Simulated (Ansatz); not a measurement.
# Moving the knobs of a GW run on VBiO4 (Clinobisvanite), part 2 of 2

Aim: change settings of a G0W0 run on VBiO4 (Clinobisvanite) and see what moves.

Ansatz 0.2.0; G0W0 on LDA, plane waves, PAW. Known limits of the many-body steps: not at the basis limit; no spin polarisation; d states lean on the start; no spin-orbit coupling; coarse k mesh.

So far. Step 2 (The base run: 2×2×4 mesh, 394 empty bands, screening to …): The gap on the mesh goes from 2.30 eV to 3.70 eV, a correction of +1.40 eV. Between the two edge states, bare exchange in place of the xc potential would open the gap by 10.73 eV, and correlation takes back 9.33 eV.

## 3. Variant: all filled levels at the zone centre (continued)

Absolute levels on the run's own zero. QP, by row, the first 40 of 54 rows:

| k index | band | KS (eV) | Sigma_x (eV) | Sigma_c (eV) | Vxc (eV) | Z | QP linearised (eV) | QP (eV) | source | doubts |
| --- | --- | --- | --- | --- | --- | --- | --- | --- | --- | --- |
| 0 | 1 | -55.38 | -51.81 | 16.59 | -33.22 | 0.625 | -57.63 | -57.39 | root | energies_apart |
| 0 | 2 | -55.38 | -51.81 | 16.59 | -33.22 | 0.6253 | -57.63 | -57.38 | root | energies_apart |
| 0 | 3 | -29.71 | -43.2 | 11.39 | -31.14 | 0.645 | -30.4 | -30.38 | root |  |
| 0 | 4 | -29.7 | -43.21 | 11.39 | -31.14 | 0.6449 | -30.39 | -30.38 | root |  |
| 0 | 5 | -29.64 | -43.1 | 11.34 | -31.17 | 0.63 | -30.23 | -30.22 | root |  |
| 0 | 6 | -29.63 | -43.11 | 11.33 | -31.2 | 0.6308 | -30.22 | -30.21 | root |  |
| 0 | 7 | -29.63 | -43.11 | 11.33 | -31.18 | 0.6333 | -30.25 | -30.24 | root |  |
| 0 | 8 | -29.63 | -43.11 | 11.33 | -31.18 | 0.6332 | -30.24 | -30.23 | root |  |
| 0 | 9 | -13.68 | -42.86 | 6.635 | -34.02 | 0.745 | -16.13 | -15.89 | root | energies_apart |
| 0 | 10 | -13.64 | -42.92 | 6.547 | -34.14 | 0.7472 | -16.14 | -15.88 | root | energies_apart |
| 0 | 11 | -13.62 | -42.99 | 6.552 | -34.21 | 0.7478 | -16.11 | -15.85 | root | energies_apart |
| 0 | 12 | -13.6 | -43.14 | 6.485 | -34.4 | 0.7486 | -16.13 | -15.85 | root | energies_apart |
| 0 | 13 | -13.58 | -43.1 | 6.441 | -34.4 | 0.7497 | -16.12 | -15.84 | root | energies_apart |
| 0 | 14 | -13.58 | -43.13 | 6.353 | -34.52 | 0.7492 | -16.13 | -15.84 | root | energies_apart |
| 0 | 15 | -13.58 | -43.06 | 6.416 | -34.39 | 0.7506 | -16.12 | -15.83 | root | energies_apart |
| 0 | 16 | -13.57 | -43.14 | 6.37 | -34.51 | 0.7491 | -16.11 | -15.82 | root | energies_apart |
| 0 | 17 | -13.54 | -43.19 | 6.438 | -34.5 | 0.7498 | -16.07 | -15.8 | root | energies_apart |
| 0 | 18 | -13.54 | -43.19 | 6.391 | -34.54 | 0.7521 | -16.1 | -15.8 | root | energies_apart |
| 0 | 19 | -9.762 | -31.45 | 10.66 | -20.06 | 0.5875 | -10.54 | -10.5 | root | z_under_floor |
| 0 | 20 | -8.4 | -33.14 | 10.4 | -21.75 | 0.6995 | -9.46 | -9.393 | root |  |
| 0 | 21 | -8.229 | -33.67 | 10.25 | -22.34 | 0.6955 | -9.369 | -9.305 | root |  |
| 0 | 22 | -8.072 | -33.75 | 10.22 | -22.44 | 0.7044 | -9.224 | -9.165 | root |  |
| 0 | 23 | -8.053 | -33.87 | 10.32 | -22.47 | 0.6976 | -9.214 | -9.142 | root |  |
| 0 | 24 | -7.945 | -33.62 | 10.27 | -22.33 | 0.7313 | -9.039 | -8.969 | root |  |
| 0 | 25 | -7.838 | -33.91 | 10.25 | -22.64 | 0.7197 | -8.909 | -8.862 | root |  |
| 0 | 26 | -7.719 | -33.8 | 10.25 | -22.52 | 0.7255 | -8.775 | -8.739 | root |  |
| 0 | 27 | -1.759 | -22.11 | 4.669 | -17.21 | 0.7179 | -1.99 | -1.989 | root |  |
| 0 | 28 | -0.717 | -23.4 | 4.489 | -18.62 | 0.7317 | -1.016 | -1.015 | root |  |
| 0 | 29 | 2.886 | -24.18 | 5.163 | -19.04 | 0.6559 | 2.903 | 2.903 | root |  |
| 0 | 30 | 3.199 | -23.95 | 5.212 | -18.69 | 0.6651 | 3.159 | 3.159 | root |  |
| 0 | 31 | 3.469 | -23.29 | 5.493 | -17.79 | 0.623 | 3.469 | 3.469 | root |  |
| 0 | 32 | 3.62 | -23.67 | 5.104 | -18.54 | 0.6526 | 3.593 | 3.593 | root |  |
| 0 | 33 | 4.134 | -23.06 | 5.357 | -17.6 | 0.6259 | 4.036 | 4.036 | root |  |
| 0 | 34 | 4.422 | -24.68 | 4.673 | -20.04 | 0.6773 | 4.455 | 4.455 | root |  |
| 0 | 35 | 4.737 | -25.22 | 4.507 | -20.79 | 0.6855 | 4.815 | 4.815 | root |  |
| 0 | 36 | 4.838 | -25.71 | 4.918 | -20.77 | 0.6877 | 4.82 | 4.82 | root |  |
| 0 | 37 | 4.939 | -24.75 | 4.829 | -19.87 | 0.6838 | 4.89 | 4.89 | root |  |
| 0 | 38 | 5.049 | -25.76 | 4.943 | -20.81 | 0.674 | 5.043 | 5.043 | root |  |
| 0 | 39 | 5.279 | -24.56 | 4.463 | -20.13 | 0.6748 | 5.31 | 5.31 | root |  |
| 0 | 40 | 5.499 | -24.5 | 4.729 | -19.71 | 0.6807 | 5.445 | 5.445 | root |  |

Against the base:

| setting | base | variant |
| --- | --- | --- |
| empty bands | 394 | 351 |
| screening cutoff (eV) | 108 | 100 |
| levels asked | v4 to c4 | lowest to c2 |
| points asked | band edges | [[0, 0, 0]] |

## 4. Variant: guard bands

The input, input.yaml:

```yaml
crystal:
  lattice:
    - [3.6235830947, -5.8486, 0.0]
    - [3.6235830947, 5.8486, 0.0]
    - [-3.5500110127, 0.0, 3.6473943918]
  atoms:
    - { symbol: V, position: [0.87, 0.13, 0.75] }
    - { symbol: V, position: [0.13, 0.87, 0.25] }
    - { symbol: Bi, position: [0.3665, 0.6335, 0.75] }
    - { symbol: Bi, position: [0.6335, 0.3665, 0.25] }
    - { symbol: O, position: [0.9383, 0.3547, 0.6388] }
    - { symbol: O, position: [0.6453, 0.0617, 0.8612] }
    - { symbol: O, position: [0.0617, 0.6453, 0.3612] }
    - { symbol: O, position: [0.3547, 0.9383, 0.1388] }
    - { symbol: O, position: [0.8113, 0.7099, 0.8796] }
    - { symbol: O, position: [0.2901, 0.1887, 0.6204] }
    - { symbol: O, position: [0.1887, 0.2901, 0.1204] }
    - { symbol: O, position: [0.7099, 0.8113, 0.3796] }
kpoints:
  mp_grid: { grid: [2, 2, 4] }
hamiltonian:
  xc: lda
scf:
  occupations: { method: fixed }
gw:
  n_empty_bands: 251
  ecut_chi: 80
  qp_bands: [v4, c4]
  qp_kpoints: band_edges
  screening: { model: contour_deformation }
  n_guard_bands: 0
```

Run with:

```
ansatz run input.yaml --threads 3 --pin off --max-ram 92160MiB --backend cuda --events-out ev --progress --plain --runs-dir out --devices 1 --max-vram 13GiB  # rebuilt from the run's record
```

Numbers of over 12 decimals in the logs are rounded to 6 here.

The log of the run:

```text
GPUs: using 1 of 1 available (devices: 1).
[...]
GPU FFT provider: cuFFT
GPU libraries: cuBLAS 13.8.2, cuFFT 12.4.0, cuSOLVER 12.3.4
Crystal: 12 atoms, lattice volume = 154.598 Å³
Basis set: ecut = 420 eV, 3041 PW (Γ)
Bands: 64, of which v1, the nominal top of the filled ones, is band 52 counted from 1 (51 counted from 0)
Symmetry: 4 space group operations
[...]
k-points: 9 of 16
[...]
GPU buffer pool allocated for 82944 grid points (all kernels)
[...]
SCF iter   1: F=—  HF=-34338.366217 eV  |F-HF|=—  |Δ(HF+E_count)|=         —  Δρ=1.90e-2  dr2=5.25e-1  ethr=1.77e-3  ⟨swp⟩=4.1  Hψ=1726  notcnv=0  defer=74
[...]
SCF iter   9: F=-34338.254456 eV  HF=-34338.254456 eV  |F-HF|=1.55e-8  |Δ(HF+E_count)|=   4.62e-8  Δρ=3.74e-6  dr2=2.73e-8  ethr=9.62e-11  ⟨swp⟩=8.4  Hψ=1848  notcnv=0
SCF 1 converged in 9 iterations: F = -34338.254456 eV  dr2 = 2.73e-8
[...]
G₀W₀ screening: q 1/9
[... further progress lines ...]
[...]
SCF converged after 9 iterations
Free energy (F): -34338.254456 eV
[...]
Internal energy: -34338.254456 eV  (E = F + TS)
E sigma→0 (E₀):  -34338.254456 eV
Fermi energy:    8.050453 eV
[...]
--- Band table (eV; the first three rows and the last of 9) ---
  k-point 0: bands = [... 48 lower, 7.1428, 7.4512, 7.5059, 7.6648, 10.6048, 11.0444, 11.3622, 11.5452, ... 8 higher]
  k-point 1: bands = [... 48 lower, 7.1070, 7.2992, 7.5379, 8.0505, 10.6542, 10.8115, 11.0575, 11.2192, ... 8 higher]
[...]
0    51      7.5059   -25.6738     4.9629   -20.7317  0.7152     7.5268     7.5268  root
     0    52      7.6648   -25.8456     4.4915   -21.4595  0.7224     7.7701     7.7703  root
     0    53     10.6048   -15.7553    -5.7476   -23.1947  0.7264    12.3709    12.2967  root
     0    54     11.0444   -16.4378    -5.8574   -23.9968  0.7184    12.8313    12.7459  root
     0    55     11.3622   -17.1397    -6.1876   -25.0233  0.6926    13.1722    13.0581  root ?
     0    56     11.5452   -17.2110    -6.1962   -25.0572  0.6912    13.3013    13.1951  root ?
     1    49      7.1070   -25.3697     4.7549   -20.6592  0.7119     7.1514     7.1514  root
     1    50      7.2992   -25.4362     4.8534   -20.6035  0.7082     7.3199     7.3200  root
[...]
3    55     11.2035   -16.8045    -5.9513   -24.4752  0.7069    13.0240    12.9230  root ?
[...]
4    56     11.4090   -17.0045    -6.0168   -24.7343  0.7011    13.2276    13.1220  root ?
[...]
5    56     11.2692   -16.9309    -6.0570   -24.7148  0.7047    13.1002    12.9961  root ?
[...]
6    54     11.1350   -16.7366    -6.2271   -24.6891  0.7024    12.9676    12.8603  root ?
     6    55     11.2197   -16.8377    -6.0643   -24.5934  0.7043    13.0136    12.9111  root ?
     6    56     11.2738   -16.9184    -6.1496   -24.8118  0.7020    13.1235    13.0176  root ?
[...]
7    55     11.2458   -16.7610    -6.2078   -24.6996  0.7028    13.0847    12.9766  root ?
[...]
8    53     11.0243   -16.6368    -6.0253   -24.3312  0.7032    12.7926    12.6934  root
     8    54     11.0243   -16.6368    -6.0253   -24.3312  0.7032    12.7926    12.6934  root
     8    55     11.2021   -15.8558    -5.7196   -23.2315  0.7235    12.9368    12.8583  root
     8    56     11.2021   -15.8558    -5.7196   -23.2315  0.7235    12.9368    12.8583  root
```

The job ended after 18 s (1 × NVIDIA H100 80GB HBM3 (shared by 6 runs) with 3 threads of AMD EPYC 7R13 (Zen 3), shared host; peak memory 1.3 GiB; 30 s of CPU time).

The G0W0 gap on the mesh is 3.718 eV.

Against the base:

| setting | base | variant |
| --- | --- | --- |
| empty bands | 394 | 251 |
| screening cutoff (eV) | 108 | 80 |
| n guard bands | - | 0 |

| quantity | variant | base |
| --- | --- | --- |
| starting gap on the mesh | 2.299 | 2.299 |
| G0W0 gap on the mesh | 3.718 | 3.704 |
| least direct G0W0 gap on the computed points | 3.784 | 3.766 |
| Z at the valence top | 0.735 | 0.732 |
| Z at the conduction bottom | 0.725 | 0.722 |

## 5. Outcome

```yaml
base: 3.70 eV, 29 s
all_filled_levels_at_the_zone_centre: direct gap at the listed points 4.50 eV, 13 s
guard_bands: 3.72 eV, 18 s
```

In words: All filled levels at the zone centre: only the listed points were computed; the least direct gap there is 4.50 eV, with empty bands, screening cutoff, levels asked and points asked changed against the base. Guard bands: the gap moves by +0.01 eV. The variant differs from the base in empty bands, screening cutoff and n guard bands together, so the change can't be laid to one of them. All runs here use a coarse mesh and modest cutoffs; they test settings and are not final values. The 2×2×4 mesh is coarse for this cell (its supercell is 14 Å along the shortest edge). The RPA ε∞ on it, from the LDA start, is 5.95, 6.90 and 7.43; such meshes misread the long-range screening, most where the gap is narrow. Where an edge is built on 6p states of lead, bismuth or thallium, scalar-relativistic gaps usually stand too wide, by a few tenths to over one eV. The runs have no spin polarisation. For a closed low-spin shell that is the natural state; where a d or f shell is open it is a constraint, and the gap is then not the crystal's own. With d states at the gap, one-shot GW leans hard on its start. The many-body steps are scalar-relativistic: spin-orbit coupling is not in them.

[Paths, hosts, dates, memory and timing lines, banners, echoed tables and standing remarks are left out of the program output.]

[Logs are printed without paths, hosts, clocks, repeated set-up lines and the standing remarks that a program may print on its own settings, such as how far it seeks lower states.]

[Runs of the session that timed out or met a known fault of the program may be left out.]

[Cells called generated may have been cut or substituted from an entry of the Crystallography Open Database or the Materials Project.]

[Hosts, paths, dates, database ids (printed as entryN), source tags and the programs' standing remarks are cut or masked in the printed files.]
